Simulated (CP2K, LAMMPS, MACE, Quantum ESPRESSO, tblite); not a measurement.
# Bulk modulus two ways: glassy 58SiO2-21B2O3-11Na2O-11K2O (mol %) (65 atoms), CP2K double zeta, LDA

The cell holds 65 atoms (11 Si, 8 B, 4 Na, 4 K and 38 O). Recipe: 65 atoms (11 Si, 8 B, 4 Na, 4 K, 38 O) placed at random at 2.27 g/cm³, melted at 3000 K for 20 ps at fixed volume with the Buckingham and Coulomb pair potential of Guillot and Sator (Geochim. Cosmochim. Acta 71, 1249 (2007)) with the boron terms of Wang et al. (J. Non-Cryst. Solids 498, 294 (2018)). Quenched from 3000 K to 300 K at 20 K/ps and fixed volume, held 10 ps at zero pressure. Then the atoms were relaxed with MACE MP-0b3 medium in the fixed cell.

Calculated with CP2K 2026.2: LDA; DZVP-MOLOPT-SR, GTH-PADE potentials, 1200 Ry; k-points Γ. The cell is scaled evenly by ±3 % in volume, and MACE MP-0b3 medium relaxes the atoms at each volume before the single point.

```
volume (Å³/atom)  energy less the middle row's (meV/atom)  pressure (GPa)
          13.370                                   -6.645          -4.538
          13.784                                    0.000          -5.548
          14.197                                    9.195          -6.479
```

**Question.** Find the bulk modulus at the middle volume from the pressures and from the energies, and check the printed pressure against the slope of the energy (1 meV/Å³ = 0.16022 GPa).

**Working.**

The step is h = 0.4135 Å³. From pressures: B = −V dP/dV = 13.784 × (-4.538 − (-6.479)) / (2 × 0.4135) = 32.3 GPa.

From energies: B = V d²E/dV² = 13.784 × (-6.645 + (9.195)) / 0.4135² = 205.5 meV/Å³ = 32.9 GPa.

Slope: P = −dE/dV = −(9.195 − (-6.645)) / (2 × 0.4135) = -19.2 meV/Å³ = -3.07 GPa, against -5.55 GPa printed.

The two moduli agree within 2 %.

A central difference over ±3 % overstates P by about B(1 + B′)(0.03)²/6, some 0.02 GPa for B′ = 4, which is small against the gap found. The atoms follow MACE MP-0b3 medium, so this level's forces do work along the path, which enters the energies but not the printed pressures.

Limits: three points, a static cell at zero temperature, the cell shape held; the modulus is that at -5.5 GPa, not at zero pressure.

[Logs are printed without paths, hosts, clocks, repeated set-up lines and the standing remarks that a program may print on its own settings, such as how far it seeks lower states.]

[Hosts, paths, dates, database ids (printed as entryN), source tags and the programs' standing remarks are cut or masked in the printed files.]
